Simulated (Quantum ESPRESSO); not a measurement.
# SiC (Moissanite 3C): from Born charge to LO-TO splitting

Aim: work out the LO frequency and the static dielectric constant of SiC (Moissanite 3C) from one linear-response run, then check them.

Method: DFT LDA, scalar-relativistic, plane waves, PseudoDojo norm-conserving pseudopotentials, in Quantum ESPRESSO 7.5.

## (1) The relaxed structure

It takes space group F-43m (No. 216, cubic). Conventional cell: a = 4.326 Å, b = 4.326 Å, c = 4.326 Å, α = 90.00°, β = 90.00°, γ = 90.00°. Nearest to Si lie 4 C at 1.87 Å. C has 4 Si at 1.87 Å nearest. Farther neighbours are not listed.

Coordinates:

```
CELL_PARAMETERS angstrom
-2.16277 0.00000 2.16277
0.00000 2.16277 2.16277
-2.16277 2.16277 0.00000
ATOMIC_POSITIONS crystal
Si 0.00000 0.00000 0.00000
C 0.25000 0.25000 0.25000
```

This is the cell after its relaxation at this level of theory, not the database cell from which that began.

## (2) What the response run gave

A linear-response run on the relaxed cell, with the response to an electric field; only its zone-centre results are used. Cutoff 90 Ry, k mesh 12×12×12.

What it wrote:

```text
[banners, grids, parts of the stress and lines that vanish by symmetry left out]
Program PHONON v.7.5
     Reading xml data from directory:

[...]
Exchange-correlation= PW
                           (   1   4   0   0   0   0   0)
[...]
(   8 q-points):
[...]
kinetic-energy cut-off    =      90.0000  Ry
     charge density cut-off    =     360.0000  Ry
     convergence threshold     =      1.0E-18
[...]
Exchange-correlation= PW
                           (   1   4   0   0   0   0   0)
[...]
q = (   0.0000000   0.0000000   0.0000000 )
     25 Sym.Ops. (with q -> -q+G )
     G cutoff =  609.2840  (  15665 G-vectors)     FFT grid: ( 36, 36, 36)
     number of k points=    72
[...]
Mode symmetry, T_d (-43m)  point group:
[...]
Dielectric constant
[...]
End of electric fields calculation
          Dielectric constant in cartesian axis
          (       6.878850932       0.000000000      -0.000000000 )
          (       0.000000000       6.878850932      -0.000000000 )
          (      -0.000000000      -0.000000000       6.878850932 )
          Effective charges (d Force / dE) in cartesian axis without acoustic sum rule applied (asr)
           atom    1  Si    Mean Z*:        2.72195
      Ex  (        2.72195       -0.00000        0.00000 )
      Ey  (       -0.00000        2.72195        0.00000 )
      Ez  (        0.00000        0.00000        2.72195 )
           atom    2  C     Mean Z*:       -2.72347
      Ex  (       -2.72347       -0.00000        0.00000 )
      Ey  (        0.00000       -2.72347        0.00000 )
      Ez  (       -0.00000       -0.00000       -2.72347 )
          Effective charges Sum: Mean:       -0.00151
[...]
Effective charges (d Force / dE) in cartesian axis with asr applied:
           atom    1  Si    Mean Z*:        2.72271
[...]
atom    2  C     Mean Z*:       -2.72271
[...]
Representation #   1 modes #   1   2   3
[...]
End of self-consistent calculation
     Convergence has been achieved
     Representation #   2 modes #   4   5   6
[...]
End of self-consistent calculation
     Convergence has been achieved
[...]
Dielectric constant in cartesian axis
          (       6.878850932       0.000000000      -0.000000000 )
          (       0.000000000       6.878850932      -0.000000000 )
          (      -0.000000000      -0.000000000       6.878850932 )
          Effective charges (d Force / dE) in cartesian axis without acoustic sum rule applied (asr)
           atom    1  Si    Mean Z*:        2.72195
[...]
Mode symmetry, C_s (m)     point group:
[...]
q = (    0.750000000  -0.250000000   0.750000000 )
[...]
Mode symmetry, C_s (m)     point group:
     freq (   1-   1) =        328.7  [cm-1]   --> A''
     freq (   2-   2) =        405.7  [cm-1]   --> A'
     freq (   3-   3) =        544.3  [cm-1]   --> A'
     freq (   4-   4) =        769.5  [cm-1]   --> A''
     freq (   5-   5) =        777.4  [cm-1]   --> A'
     freq (   6-   6) =        864.2  [cm-1]   --> A'
[...]
Mode symmetry, C_s (m)     point group:
[...]
q = (    0.500000000   0.000000000   0.500000000 )
[...]
Mode symmetry, C_s (m)     point group:
     freq (   1-   1) =        288.8  [cm-1]   --> A''
     freq (   2-   2) =        399.5  [cm-1]   --> A'
     freq (   3-   3) =        489.2  [cm-1]   --> A'
     freq (   4-   4) =        765.8  [cm-1]   --> A''
     freq (   5-   5) =        788.7  [cm-1]   --> A'
     freq (   6-   6) =        882.0  [cm-1]   --> A'
[...]
Mode symmetry, D_2d (-42m) point group:
[...]
Representation #   3 modes #   3   4
[...]
Convergence has been achieved
     Representation #   4 modes #   5   6
[...]
Convergence has been achieved
[...]
q = (    0.000000000  -1.000000000   0.000000000 )
[...]
freq (    5) =      23.049196 [THz] =     768.838425 [cm-1]
     freq (    6) =      24.901877 [THz] =     830.637222 [cm-1]
[...]
Mode symmetry, D_2d (-42m) point group:
     freq (   1-   2) =        366.4  [cm-1]   --> E    X_5  W_3
     freq (   3-   3) =        634.7  [cm-1]   --> B_2  X_3  W_2
     freq (   4-   5) =        768.8  [cm-1]   --> E    X_5  W_3
     freq (   6-   6) =        830.6  [cm-1]   --> A_1  X_1  W_1
[...]
Mode symmetry, S_4 (-4)    point group:
[...]
Convergence has been achieved
[...]
Convergence has been achieved
[...]
Convergence has been achieved
[...]
Convergence has been achieved
     Representation #   5 mode #   5
[...]
End of self-consistent calculation
     Convergence has been achieved
     Representation #   6 mode #   6
[...]
End of self-consistent calculation
     Convergence has been achieved
[...]
q = (   -0.500000000  -1.000000000   0.000000000 )
[...]
freq (    1) =      12.076431 [THz] =     402.826385 [cm-1]
     freq (    2) =      13.913868 [THz] =     464.116668 [cm-1]
     freq (    3) =      16.123881 [THz] =     537.834778 [cm-1]
     freq (    4) =      22.311133 [THz] =     744.219298 [cm-1]
     freq (    5) =      23.393584 [THz] =     780.325971 [cm-1]
     freq (    6) =      25.815766 [THz] =     861.121260 [cm-1]
[...]
Mode symmetry, S_4 (-4)    point group:
     freq (   1-   1) =        402.8  [cm-1]   --> B    W_3
     freq (   2-   2) =        464.1  [cm-1]   --> E*   W_2
     freq (   3-   3) =        537.8  [cm-1]   --> E    W_4
     freq (   4-   4) =        744.2  [cm-1]   --> A    W_1
     freq (   5-   5) =        780.3  [cm-1]   --> E*   W_2
     freq (   6-   6) =        861.1  [cm-1]   --> B    W_3

   JOB DONE.
```

```
                       quantity   value
             cell volume Ω (Å³)  20.233
                 mass of Si (u)  28.085
                  mass of C (u)  12.011
     Born charge of Si, raw (e)   2.722
      Born charge of C, raw (e)  -2.724
                             ε∞   6.879
ω(TO) after the sum rule (cm⁻¹)   798.1
```

## (3) The calculation

The charges must sum to zero over the cell; taking off their mean, -0.001 e, leaves Z* = 2.723 e on Si. In the polar mode Si moves against C, so the reduced mass is μ = 28.09 × 12.01 / 40.10 = 8.413 u.

A longitudinal wave builds up a field that adds to the restoring force: ω(LO)² = ω(TO)² + 4π Z*² / (μ Ω ε∞), in Hartree atomic units. With μ = 15336 electron masses and Ω = 136.54 bohr³ the second term is 6.4675e-06 Ha², or 311535 cm⁻² (1 Ha = 219474.6 cm⁻¹).

So ω(LO) = √(636964 + 311535) = 973.9 cm⁻¹, and by the Lyddane-Sachs-Teller relation ε₀ = ε∞ (ω(LO)/ω(TO))² = 10.24.

## (4) Check against the program

The analysis program adds the same non-analytic term to the full matrix, here for q along (1 0 0).

What it wrote:

```text
[banner, memory and clock lines left out]
Program DYNMAT v.7.5

     Reading Dynamical Matrix from file x.dyn1
     ...Force constants read
     ...epsilon and Z* read

     Polarizability (A^3 units)
     multiply by 0.337882 for Clausius-Mossotti correction
         9.465455    0.000000   -0.000000
         0.000000    9.465455   -0.000000
        -0.000000   -0.000000    9.465455

     IR activities are in (D/A)^2/amu units

# mode   [cm-1]    [THz]      IR
    1     -0.00   -0.0000    0.0000
    2      0.00    0.0000    0.0000
    3      0.00    0.0000    0.0000
    4    798.10   23.9265   20.3291
    5    798.10   23.9265   20.3291
    6    973.91   29.1970   20.3291
```

ε₀ comes from the program's run without a direction of q.

```
    quantity  by hand  program
ω(LO) (cm⁻¹)    973.9    973.9
          ε₀    10.24    10.24
```

## (5) Results

```yaml
to_mode: 798.1 cm⁻¹
lo_mode: 973.9 cm⁻¹
static_dielectric_constant: 10.24
```

In words: The LO mode of SiC (Moissanite 3C) lies at 974 cm⁻¹, 176 cm⁻¹ above the TO mode; the formula meets the program within 0.1 cm⁻¹, as it must for a cubic crystal with one polar mode. ω(LO)² − ω(TO)² goes with Z*²/ε∞: an error of 5 % in ε∞ would move the LO mode by 7.6 cm⁻¹, and semilocal functionals tend to overestimate ε∞. These are harmonic values at zero temperature, at the volume of this functional, for the structure held cubic; stability elsewhere in the zone is no part of this calculation.

[Host names and launcher messages were left out of these logs when they were recorded.]

[Logs are printed without paths, hosts, clocks, repeated set-up lines and the standing remarks that a program may print on its own settings, such as how far it seeks lower states.]

[Hosts, paths, dates, database ids (printed as entryN), source tags and the programs' standing remarks are cut or masked in the printed files.]
